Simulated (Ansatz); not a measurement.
# Forces and charges in glassy 52SiO2-27Al2O3-10ZnO-10SrO (mol %) (4167 atoms), part 2 of 2

Wanted: forces, charges and levels of glassy 52SiO2-27Al2O3-10ZnO-10SrO (mol %) (4167 atoms).

Ansatz 0.2.0; Kohn-Sham DFT, PBE, PAW (set soft_2), localised support functions (medium).

The cell: 651 Si, 676 Al, 131 Zn, 131 Sr and 2578 O. The quench rate of 1000 K/ps is many orders above laboratory rates. The network of bonds at the start is that of the classical potential that made the cell. The Brillouin zone is sampled at Γ only, in a cell whose shortest periodic width is 37 Å.

So far. Step 2 (Support functions medium): Mean Löwdin charges: Al +1.33, O -0.86, Si +1.74, Sr +1.84, Zn +1.52 e (they miss 1.1 % of the electrons, so they add up to more than the cell's charge).

## (3) Local order

Bonds and neighbours are counted at the geometry of the runs.

Density 3.13 g/cm³, 12.43 Å³ an atom.

g(r), total and by pair (bins of 0.2 Å):

```
r (Å)  total   O-O  O-Al  O-Si  O-Sr  O-Zn  Al-Al
 1.50   1.03  0.00  0.00  5.31  0.00  0.00   0.00
 1.70   2.87  0.00  7.57  6.98  0.00  0.00   0.00
 1.90   0.71  0.00  2.72  0.03  0.00  4.02   0.00
 2.10   0.20  0.00  0.29  0.00  0.00  3.56   0.00
 2.30   0.05  0.02  0.10  0.01  0.09  0.52   0.00
 2.50   0.86  1.88  0.13  0.02  2.23  0.15   0.38
 2.70   1.54  3.38  0.19  0.06  2.67  0.31   1.34
 2.90   1.12  1.86  0.33  0.27  1.36  0.42   2.22
 3.10   1.14  1.12  0.59  0.47  0.77  0.67   3.45
 3.30   0.96  0.74  0.91  0.85  0.65  0.85   2.23
 3.50   0.89  0.63  1.14  1.23  0.71  0.82   0.83
 3.70   0.93  0.58  1.29  1.40  0.64  1.19   0.48
 3.90   1.00  0.57  1.42  1.52  0.80  1.13   0.58
 4.10   1.10  0.61  1.61  1.79  0.95  1.33   0.66
 4.30   1.15  0.75  1.70  1.51  0.99  1.44   0.82
 4.50   1.01  0.96  1.17  0.92  1.10  1.58   0.86
 4.70   0.99  1.23  0.76  0.69  1.32  0.99   0.99
 4.90   1.01  1.41  0.63  0.64  1.35  0.75   1.00
 5.10   1.02  1.40  0.63  0.65  1.25  0.70   1.19
 5.30   1.01  1.26  0.74  0.82  1.05  0.70   1.15
 5.50   0.97  1.07  0.80  0.88  0.81  0.82   1.31
 5.70   0.97  0.92  0.98  1.04  0.74  0.88   1.12
 5.90   0.96  0.80  1.11  1.12  0.73  0.98   1.09
 6.10   0.96  0.80  1.15  1.15  0.80  1.11   0.86
 6.30   0.97  0.80  1.19  1.17  0.88  1.12   0.75
 6.50   0.99  0.84  1.19  1.15  0.92  1.22   0.80
 6.70   1.01  0.93  1.12  1.06  1.06  1.08   0.89
 6.90   1.02  1.04  1.01  0.97  1.15  1.12   1.00
```

Bonds by pair of elements; cutoffs follow the first minimum of g(r), held within bounds set by covalent radii, and pairs that aren't listed don't count as bonded:

```
pair A-B  cutoff (Å)  bonds  mean length (Å)  spread (Å)  shortest (Å)  B about A  A about B
    O-Al        2.38   2855             1.79       0.111          1.60       1.11       4.22
    O-Si        2.12   2604             1.61       0.044          1.50       1.01          4
    O-Sr        3.27    897             2.76       0.218          2.38      0.348       6.85
    O-Zn         2.5    549             2.04       0.109          1.87      0.213       4.19
```

How many atoms have how many bonded neighbours:

```
element  mean  1     2     3    4    5   6   7   8   9  10
     Al  4.22  0     0     0  539  123  14   0   0   0   0
      O  2.68  1  1028  1353  191    5   0   0   0   0   0
     Si     4  0     0     0  651    0   0   0   0   0   0
     Sr  6.85  0     0     0    4   11  41  36  25  12   2
     Zn  4.19  0     0    11   86   32   2   0   0   0   0
```

Bond angles (no mean is given where the spread exceeds 20°):

```
  angle  count  mean (°)  spread (°)
 O-Al-O   4674       108        17.7
 O-Si-O   3906       109         6.8
Al-O-Si   1620       133        17.7
Al-O-Al   1214         -           -
```

Oxygen atoms by the number of network formers (Si, P, Ge, B, Al, As, Ga) bound to them:

```
network formers bound to O  O atoms  per cent
                         0        3       0.1
                         1      217       8.4
                         2     1843      71.5
                         3      504      19.6
                         4       11       0.4
```

Network units: each former by its oxygen neighbours and how many of them bridge to another former:

```
former  O neighbours  bridging O  atoms
    Si             4           2     17
    Si             4           3    128
    Si             4           4    506
    Al             4           3     48
    Al             4           4    491
    Al             5           4      7
    Al             5           5    116
    Al             6           6     14
```

Bond length by coordination (bonds to H left out):

```
element  coordination  atoms  mean bond length (Å)
     Al             4    539                  1.76
     Al             5    123                  1.88
     Al             6     14                  1.96
      O             1      1                  1.54
      O             2   1028                  1.65
      O             3   1353                  1.92
      O             4    191                  2.15
      O             5      5                  2.27
     Sr             4      4                  2.64
     Sr             5     11                  2.65
     Sr             6     41                  2.73
     Sr             7     36                  2.76
     Sr             8     25                  2.81
     Sr             9     12                  2.81
     Sr            10      2                  2.75
     Zn             3     11                  1.96
     Zn             4     86                  2.02
     Zn             5     32                  2.08
     Zn             6      2                  2.15
```

Rings of the network by King's shortest-path rule, up to 12 atoms, one path for each pair of neighbours; H, halogens, alkali and alkaline-earth atoms are left out, and the last column divides by all other atoms, bonded or not:

```
ring size (atoms)  rings  per network atom
                4    303             0.075
                6    626             0.155
                8   1179             0.292
               10   1365             0.338
               12    845             0.209
```

For some of the pairs, g(r) has its first main peak near 2.7 Å (O-O), 1.8 Å (O-Al), 1.6 Å (O-Si), 2.6 Å (O-Sr), 2.0 Å (O-Zn) and 3.1 Å (Al-Al). With the cutoffs above, 80 % of Al atoms have 4, 52 % of O atoms have 3, all Si atoms have 4 and 31 % of Sr atoms have 6 bonded neighbours. The O-Al-O angle averages 108° with a spread of 18°. Counting bonds to Si and Al alone, not to Zn, 72 % of the oxygens join two of these atoms and 8 % one; 20 % join three; 0 % join four; 0 % join none. The commonest Al unit has 4 oxygens, 4 of them shared with other formers (491 of 676 atoms). Rings of 10 atoms are the most common (32 % of those counted); sizes run from 4 to 12, where the search stops.

Local excerpt of 13 atoms (numbers count through the whole input) about Al750, which has 5 bonded neighbours where the commonest count for Al is 4; x, y, z are measured from there.

```
 atom      x      y      z  distance (Å)  bonds  Löwdin charge (e)     Fx     Fy  Fz (eV/Å)
Al750   0.00   0.00   0.00          0.00      5               1.37   0.61   0.03       0.81
O1921  -0.15  -1.39   1.00          1.72      2              -0.83  -1.15  -0.20      -0.51
O2948  -0.52   0.23  -1.63          1.72      3              -0.85   0.12  -0.30      -0.06
O3480   1.71  -0.15  -0.57          1.81      3              -0.80  -1.05   0.39      -0.87
O2411   0.03   1.52   1.09          1.87      3              -0.76  -0.54  -0.11      -0.31
O2829  -2.13   0.30   0.77          2.28      3              -0.75   0.32   0.07      -0.99
Al829   1.12  -0.38  -2.47          2.74      5               1.36  -0.70  -0.08       0.17
Si243  -1.65   1.83   1.24          2.76      4               1.79   0.71  -0.99       0.44
Si578   0.65  -2.25   2.11          3.15      4               1.77  -1.00   0.44      -0.15
Si312  -2.78  -1.15   1.28          3.27      4               1.76   0.72  -1.17      -0.30
Si508   3.19  -0.71  -0.13          3.27      4               1.75  -0.41  -1.59       0.28
Si565   1.32   2.34   1.87          3.27      4               1.78  -0.58  -0.19       0.21
O3204  -1.53  -2.59  -1.51          3.37      2              -0.82   1.16   0.74       1.03
```

The column of bonds counts only the pairs O-Al within 2.38 Å, O-Si within 2.12 Å, O-Sr within 3.27 Å, O-Zn within 2.50 Å; other neighbours, such as metal atoms beside each other in a compound, aren't counted, and periodic images can show an atom twice.

## (4) Truncated density matrix

Cutting the density matrix at a range is meant to remove the step that grows fastest with size; it needs a cell with a gap.

This step: Kohn-Sham DFT, PBE, PAW (set soft_2), localised support functions (medium), truncated density matrix (Ansatz 0.2.0).

Input file input.yaml:

```yaml
crystal:
  lattice:
    - [37.28093, 0.0, 0.0]
    - [0.0, 37.28093, 0.0]
    - [0.0, 0.0, 37.28093]
  atoms:
    [... the 4167 atom lines of step 2 ...]
kpoints:
  mp_grid: { grid: [1, 1, 1] }
hamiltonian:
  xc: pbe
scf:
  occupations: { method: fermi_dirac, width: 0.025 }
  eigensolver:
    kind:
      support_functions: { accuracy: medium, density_matrix: { truncated: {} } }
  mixing: { beta: 0.2 }
  max_iter: 150
output:
  forces: true
```

Run with:

```sh
$ ansatz run input.yaml --threads 32 --pin off --max-ram 143360MiB --backend cuda --events-out ev --progress --plain --runs-dir out
```

Numbers of over 12 decimals in the logs are rounded to 6 here.

What it wrote:

```text
[...]
Crystal: 4167 atoms, lattice volume = 51815.562 Å³
Basis set: ecut = 464 eV, 1175919 PW (Γ), exchange–correlation on 540×540×540 points (8 copies of the dense FFT grid, shifted against one another)
Bands: 11791, of which v1, the nominal top of the filled ones, is band 11491 counted from 1 (11490 counted from 0)
Symmetry: 1 space group operations
k-points: 1
[...]
Eigensolver: Support functions (medium, 216×216×216 points, laid for a spacing of at most 0.183426 Å, radius 3.577420 Å, up to 3.807175 Å in less dense regions, 54 sites without an atom, 1 species' potentials softened for the grid, 5 wholly corrected for its errors in the mean over positions, [...]
[...]
SCF iter   1: F=—  HF=-3143220.604403 eV  |F-HF|=—  |Δ(HF+E_count)|=         —  Δρ=1.22e-1  dr2=7.45e3  ethr=1.00e-1
[...]
SCF iter   5: F=—  HF=-3143793.252095 eV  |F-HF|=—  |Δ(HF+E_count)|=    8.74e1  Δρ=9.26e-3  dr2=1.08e2  ethr=2.02e-3  κ⁻¹=6.6e-5(r=3)
SCF iter   6: F=—  HF=-3143790.649255 eV  |F-HF|=—  |Δ(HF+E_count)|=    2.60e0  Δρ=9.41e-3  dr2=5.07e1  ethr=4.69e-4  κ⁻¹=4.2e-5(r=4)
[...]
SCF iter  29: F=—  HF=-3143789.557276 eV  |F-HF|=—  |Δ(HF+E_count)|=   7.64e-5  Δρ=3.80e-6  dr2=1.29e-5  ethr=9.98e-11  κ⁻¹=7.0e-5(r=7)
[...]
SCF iter  31: F=-3143789.557561 eV  HF=-3143789.557563 eV  |F-HF|=1.42e-6  |Δ(HF+E_count)|=   3.80e-4  Δρ=2.44e-6  dr2=4.83e-6  ethr=4.08e-11
WARN: states of the grid below an occupied one that the support functions miss were sought only among those that the levels near the highest filled one couple to: one that couples little to each, as a local one in a large cell, is not found (with such a state the run ended in a higher one, [...]
SCF 1 converged in 31 iterations: F = -3143790.343508 eV  dr2 = 4.83e-6
[...]
SCF converged after 31 iterations
[...]
Free energy (F): -3143790.343508 eV
[...]
Internal energy: -3143790.343508 eV  (E = F + TS)
E sigma→0 (E₀):  -3143790.343508 eV
Fermi energy:    6.476793 eV
[...]
Σ components = -3143790.343508   (vs F -3143790.343508, Δ=0.00e0)
--- Forces (eV/Å), atoms counted from 1 ---
[... 4167 lines of forces left out ...]
  max |Σ_I F_I| component: 1.65e-2 eV/Å
```

It took 2 min on 1 × NVIDIA GB200 with 32 threads of Arm Neoverse V2, shared host; peak memory 11 GiB; 4.1 min of CPU time.

That memory is the host's.

The program notes that the search for missed states was only partial.

Forces differ from the reference by 0.33 meV/Å r.m.s., 0.041 % of their size.

## (5) Support functions low

The support functions are set to the level low, against medium in the reference.

This step: Kohn-Sham DFT, PBE, PAW (set soft_2), localised support functions (low) (Ansatz 0.2.0).

input.yaml, the sections that differ from step 4:

```yaml
scf:
  occupations: { method: fermi_dirac, width: 0.025 }
  eigensolver: { kind: { support_functions: { accuracy: low } } }
  mixing: { beta: 0.2 }
  max_iter: 150
# crystal, kpoints, hamiltonian, output: as in step 4
```

What it wrote:

```text
[...]
GPU FFT provider: cuFFT
GPU libraries: cuBLAS 13.8.1, cuFFT 12.4.0, cuSOLVER 12.3.2
[...]
Crystal: 4167 atoms, lattice volume = 51815.562 Å³
Basis set: ecut = 420 eV, 1012325 PW (Γ), exchange–correlation on 540×540×540 points (8 copies of the dense FFT grid, shifted against one another)
Bands: 13554, of which v1, the nominal top of the filled ones, is band 11491 counted from 1 (11490 counted from 0)
Symmetry: 1 space group operations
k-points: 1
[...]
GPU buffer pool allocated for 19683000 grid points (all kernels)
[...]
SCF iter   1: F=—  HF=-3143255.540141 eV  |F-HF|=—  |Δ(HF+E_count)|=         —  Δρ=1.22e-1  dr2=7.45e3  ethr=1.00e-1
[...]
SCF iter  16: F=—  HF=-3143789.029901 eV  |F-HF|=—  |Δ(HF+E_count)|=   6.97e-2  Δρ=1.55e-5  dr2=8.41e-5  ethr=1.51e-9  κ⁻¹=8.0e-6(r=7)
SCF iter  17: F=-3143789.088368 eV  HF=-3143789.088333 eV  |F-HF|=3.53e-5  |Δ(HF+E_count)|=   5.84e-2  Δρ=1.07e-5  dr2=4.75e-5  ethr=3.66e-10
SCF 1 converged in 17 iterations: F = -3143790.336313 eV  dr2 = 4.75e-5
[...]
SCF converged after 17 iterations
[...]
Free energy (F): -3143790.336313 eV
[...]
Internal energy: -3143790.336313 eV  (E = F + TS)
E sigma→0 (E₀):  -3143790.336313 eV
Fermi energy:    6.476558 eV
[...]
Σ components = -3143790.336313   (vs F -3143790.336313, Δ=0.00e0)
--- Forces (eV/Å), atoms counted from 1 ---
[... 4167 lines of forces left out ...]
  max |Σ_I F_I| component: 1.88e-2 eV/Å
--- Band table (eV) ---
[... left out ...]
  guard bands above this table: 1761 of the run's 13554 bands (output.publish_guard_bands: true publishes all)
```

Elapsed: 3.1 min, on 1 × NVIDIA GB200 with 32 threads; peak memory 11 GiB.

That memory is the host's; the program planned up to 105 GiB on the GPU.

Forces differ from the reference by 0.33 meV/Å r.m.s., 0.041 % of their size.

## (6) The ladder side by side

Each row is set against the support-function reference (Kohn-Sham DFT, PBE, PAW (set soft_2), localised support functions (medium); r.m.s. force component 0.790 eV/Å). Energies are set beside the reference only for runs with its functional, potentials and electron count. Times are for 1 × NVIDIA GB200 with 32 threads of Arm Neoverse V2, shared host. The reference's time includes the DOS, the stress and grids, which some other runs skip.

```
                     run  Δ force, r.m.s. (meV/Å)  share of r.m.s. force (%)  Δ energy (meV/atom)  Δ gap (eV)  cycles     time  host memory (GiB)
               reference                        -                          -                    -           -      20  4.3 min                 34
truncated density matrix                    0.327                     0.0414               0.0014           -      31    2 min                 11
   support functions low                    0.325                     0.0411               0.0032     -6.0e-4      17  3.1 min                 11
```

## (7) What came out

| Quantity | Value |
| --- | --- |
| free energy per atom | -754.4493 eV/atom |
| pressure | 8.323 GPa |
| r.m.s. force component | 0.7897 eV/Å |
| gap (highest filled to lowest empty level) | 1.385 eV |
| wall time of the 3 DFT runs | 9.4 min |

Between filled and empty levels lie 1.38 eV (at Γ alone); a semilocal functional tends to put such gaps too low. In a disordered cell it changes from sample to sample, and tail or defect levels can set it. With the cutoffs above, 80 % of Al atoms have 4, 52 % of O atoms have 3, all Si atoms have 4 and 31 % of Sr atoms have 6 bonded neighbours.

Among numerical settings the shift of the forces runs from 0.33 meV/Å (support functions low) to 0.33 meV/Å (truncated density matrix).

What to keep in mind: The geometry was minimised with a classical potential after classical dynamics and isn't relaxed at this level: its force components are 0.79 eV/Å r.m.s. The classical run held zero pressure, yet DFT finds 8.3 GPa in this frame, which points to a density or bond lengths far off those of this functional.

[Logs are printed without paths, hosts, clocks, repeated set-up lines and the standing remarks that a program may print on its own settings, such as how far it seeks lower states.]

[Hosts, paths, dates, database ids (printed as entryN), source tags and the programs' standing remarks are cut or masked in the printed files.]
